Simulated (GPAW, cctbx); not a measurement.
## Bonding in Si2Bi as X-rays see it

Question: by how much does bonding change the X-ray structure factors of Si2Bi, how firmly does DFT give the change, and what does a routine refinement make of it?

The cell comes from substitution in a known structure type and wasn't matched to any measured phase. All numbers below are calculated.

## 1. Relax the structure

The density hangs on the geometry, so cell and atoms are relaxed first, with the symmetry held. The cutoff is set higher than for the density because stress converges slowly with plane waves.

Settings: GPAW 26.7.0, PBE, 570 eV, 6×6×5 k-points (along the axes of the calculation cell), Fermi–Dirac width 0.1 eV, BFGS to 0.03 eV/Å.

```text
cell
1.0
     3.809000000    0.000000000    0.000000000
    -1.904500000    3.298690763    0.000000000
     0.000000000    0.000000000    4.082000000
Bi Si
1 2
Direct
0.000000000 0.000000000 0.000000000
0.666666667 0.333333333 0.500000000
0.333333333 0.666666667 0.500000000
```

```console
$ OMP_NUM_THREADS=1 mpirun -n 4 gpaw python run.py > gpaw.log
```

```text
BFGS:    0      -12.792341        3.437087
BFGS:    1      -13.199155        2.601218
BFGS:    2      -13.866476        0.734767
BFGS:    3      -13.930445        0.270022
...
BFGS:    8      -13.955218        0.434982
BFGS:    9      -13.967088        0.309603
BFGS:   10      -13.978367        0.023612
cell  4.0488 4.0488 4.7687  90.00 90.00 120.00
volume 67.698 A^3, largest force 0.000 eV/A, largest stress 0.17 GPa
```

The cell moved far, while the k-mesh and basis were chosen for the start, so the final shape may be somewhat biased.

After 10 steps the volume has changed by +32.0 % and the energy by -1.186 eV; the largest stress left is 0.17 GPa. It took 46 s on 4 cores of Arm Neoverse V1 (shared host), peak memory 0.82 GiB.

Relaxed structure: P6/mmm (no. 191), a = 4.0488 Å, b = 4.0488 Å, c = 4.7687 Å, α = 90.00°, β = 90.00°, γ = 120.00°.

| atom | mult. | x | y | z |
| --- | --- | --- | --- | --- |
| Bi1 | 1 | 0 | 0 | 0 |
| Si1 | 2 | 2/3 | 1/3 | 1/2 |

## 2. The all-electron density

X-rays see the whole electron density, so the PAW density is rebuilt with its core regions. Subtracting spherical free atoms from the same code cancels the cores and leaves the deformation density Δρ, the part due to bonding.

Settings: PBE, 450 eV, 7×7×5 k-points (along the axes of the calculation cell), Fermi–Dirac width 0.1 eV; primitive cell of 3 atoms.

```console
$ OMP_NUM_THREADS=1 mpirun -n 4 gpaw python run.py > gpaw.log
```

```text
|iter:   1|       0s |  -14.221533 | -0.13 |       |
|iter:   2|       0s |  -14.131018 | -2.35 | -1.22 |
|iter:   3|       0s |  -13.896716 | -2.27 | -1.26 |
...
|iter:   7|       1s |  -13.894611c| -6.07 | -3.72 |
|iter:   8|       2s |  -13.894613c| -6.76 | -4.28c|
|iter:   9|       2s |  -13.894613c| -8.04c| -4.99c|
```

```text
grid (40, 40, 48)  electrons 111.000  moved by bonding 0.504 e
deformation density beyond 0.5 A of the nuclei: max 0.163, min -0.075 e/A^3
atom        x       y       z   Voronoi charge  moment
Bi1    0.0000  0.0000  0.0000      0.152       0.00
Si2    0.6667  0.3333  0.5000     -0.076       0.00
Si3    0.3333  0.6667  0.5000     -0.076       0.00
mean inner potential of superposed free atoms 17.642 V
total magnetic moment 0.000 muB
```

Deformation density in a plane through the shortest contact of the Si atom at the origin, in 0.01 e/Å³ (clipped at ±99); x from -1.6 to 3.9 Å, y from 2.4 down to -2.4 Å:

```text
 -3   .   0   2   1  -1  -1  -1  -1  -1  -1   1   2   0   .  -3
  .   .   .  -5  -3  -2  -1  -1  -1  -1  -2  -3  -5   .   .   .
 -4   .   1   3   2   0  -1  -1  -1  -1   0   2   3   1   .  -4
 -4   1  11  14   8   1  -2  -1  -1  -2   1   8  14  11   1  -3
 -1   4  11  14   6  -3  -3   1   1  -2  -3   6  14  11   4  -1
 -1   0   2   2   .  -4   0   9   9   0  -4   .   2   2   0  -1
 -2  -2  -4  -5   .   .   4  15  15   4   .   .  -5  -4  -2  -2
 -1   0   2   2   .  -4   0   9   9   0  -4   .   2   2   0  -1
 -1   4  11  14   6  -3  -2   1   1  -3  -3   6  14  11   4  -1
 -3   1  11  14   8   1  -2  -1  -1  -2   1   8  14  11   1  -4
 -4   .   1   3   2   0  -1  -1  -1  -1   0   2   3   1   .  -4
  .   .   .  -5  -3  -2  -1  -1  -1  -1  -2  -3  -5   .   .   .
 -3   .   0   2   1  -1  -1  -1  -1  -1  -1   1   2   0   .  -3
```

Atoms in or within 0.15 Å of the plane: Si (3.5, -2.0), Si (3.5, 2.0), Si (0.0, 0.0), Si (2.3, 0.0), Si (-1.2, -2.0), Si (-1.2, 2.0) Å. Dots mark points within about 0.45 Å of a nucleus; large values next to them are atomic features.

Si gains most (-0.08 e) and Bi loses most (+0.15 e), which isn't the order of electronegativity: valence and coordination count too, and Voronoi cells cut space at the midplane whatever the atoms' sizes. Such charges fall far short of formal ones, since overlapping free atoms already put density on their neighbours. Along the shortest contact from the Si atom at the map's origin, Si–Si at 2.34 Å, Δρ is +0.16 e/Å³ at the midpoint: a bond charge, the mark of covalency. At the midpoints of other shortest contacts it is +0.01 (Bi–Si, 3.34 Å) e/Å³. Point values carry grid noise of about 0.01 e/Å³. The run needed 9 iterations, 6.5 s.

## 3. Structure factors

The Fourier components of Δρ, added to those of the free atoms, give the static X-ray structure factors; the Mott–Bethe relation turns them into the Fourier components V of the potential that fast electrons feel.

```text
static structure factors of the conventional cell: F in electrons, V (Mott-Bethe) in volts
   h  k  l      d  |F| table  |F| free   |F| DFT   change   |V| free  |V| DFT  change %
   0  0  1  4.7687    54.072    53.973    53.737   -0.236     1.581    1.944     23.0
   1  0  0  3.5064    64.025    63.951    63.840   -0.112     4.202    4.295      2.2
   1  0  1  2.8249    82.245    82.236    82.263    0.027     7.977    7.962     -0.2
   0  0  2  2.3843    88.410    88.414    88.461    0.047     8.693    8.675     -0.2
   1  1  0  2.0244    84.246    84.238    83.992   -0.246     7.426    7.494      0.9
   1  0  2  1.9717    57.117    57.100    57.028   -0.072     3.132    3.151      0.6
   1  1  1  1.8634    47.567    47.558    47.752    0.193     1.750    1.704     -2.6
   2  0  0  1.7532    55.115    55.111    55.450    0.339     2.890    2.820     -2.4
   2  0  1  1.6455    70.324    70.308    70.093   -0.215     4.893    4.933      0.8
   0  0  3  1.5896    45.227    45.241    45.096   -0.144     1.670    1.694      1.5
   1  1  2  1.5432    76.620    76.588    76.603    0.016     5.549    5.546     -0.0
   1  0  3  1.4477    66.936    66.910    66.982    0.072     4.270    4.260     -0.2
   2  0  2  1.4125    50.943    50.947    51.076    0.130     2.439    2.421     -0.7
   2  1  0  1.3253    49.614    49.615    49.566   -0.049     2.305    2.311      0.3
```

The largest X-ray change is +0.34 e on 200, 0.6 % of |F|. For electrons V goes as (Z − F)/g², so a change of F counts against Z − F, which is small at low angle and wherever the atoms' terms cancel: |V| of 001 moves by +23.0 % (1.58 to 1.94 V) against -0.4 % in |F|. The last three rows still change by up to 0.13 e; the table stops while the angles are still low. The tabulated Hartree–Fock atoms differ from the free DFT atoms by up to 0.10 e, so the choice of reference atom matters too.

## 4. The functional ladder

The same geometry is run with other functionals, to see whether the bonding signal is larger than the spread between approximations. Free atoms are LDA for LDA and PBE otherwise; meta-GGAs and hybrids keep PBE cores. Any other changed setting is in the row's label.

| run | ΔF 200 (e) | ΔF 110 (e) | ΔF 001 (e) | q(Si) (e) | moved (e) | time |
| --- | --- | --- | --- | --- | --- | --- |
| PBE | +0.339 | -0.246 | -0.236 | -0.076 | 0.504 | 6.5 s |
| LDA | +0.330 | -0.250 | -0.224 | -0.065 | 0.490 | 5.4 s |
| r2SCAN | +0.363 | -0.297 | -0.214 | -0.065 | 0.546 | 10 s |

At the base's settings ΔF(200) spans +0.330 to +0.363 e, a spread of 10 % of the PBE value; over the three listed reflections the spread is at most 21 %, so sign and size hold across the functionals. Times are from shared hosts.

## 5. What a spherical-atom refinement makes of it

Routine crystallography fits spherical atoms. To see the bias, intensities are simulated from tabulated atoms plus the DFT change ΔF, so that bonding alone can misfit (2256 reflections of the full sphere, merged to the counts below, to 0.5 Å, 1.5 % proportional noise plus counting noise, assumed isotropic U as listed, Δρ smeared by the mean U) and refined with cctbx over different ranges.

```
                    range  data      R1  GooF  U Bi1 (true 0.0037)  U Si1 (true 0.0071)  largest shift (Å)  Δρ max, min (e/Å³)
                 all data   149  0.0022  0.88               0.0037               0.0071             0.0000         0.29, -0.28
 low resolution, d > 0.84    40  0.0029  1.12               0.0038               0.0073             0.0000         0.22, -0.13
     high order, d < 0.75    94  0.0017  0.75               0.0037               0.0072             0.0000         0.16, -0.17
occupancies free, d > 0.7    62  0.0026  1.04               0.0037               0.0070             0.0000         0.19, -0.21
```

With all data GooF is 0.88, so at this noise the bonding hardly shows; the top residual peak, near noise level, lies 2.34 Å from Bi and 2.34 Å from Bi. No U is off by more than 3 s.u. at low resolution. Symmetry fixes every coordinate, so the shifts are zero by construction. With Bi1 held at 1 and the scale free, the other occupancies refine to Si1 0.998(0.004), within three s.u. of full.

## 6. Answer

Bonding moves 0.50 e in the primitive cell of Si2Bi and changes the structure factors of the conventional cell in the table above by at most 0.34 e (200, 0.6 %). The shortest bond, Si–Si, has Δρ = +0.16 e/Å³ at its midpoint, a covalent bond charge. At the base's settings ΔF(200) spans +0.330 to +0.363 e, a spread of 10 % of the PBE value; over the three listed reflections the spread is at most 21 %, so sign and size hold across the functionals. With all data GooF is 0.88, so at this noise the bonding hardly shows. Limits: static density, frozen cores, no spin–orbit coupling.

[Outputs are excerpts: Python notices, other lines and further rows are left out; steps that failed or that the build refused (PBEsol, TPSS) are not shown.]

[Logs are printed without paths, hosts, clocks, repeated set-up lines and the standing remarks that a program may print on its own settings, such as how far it seeks lower states.]
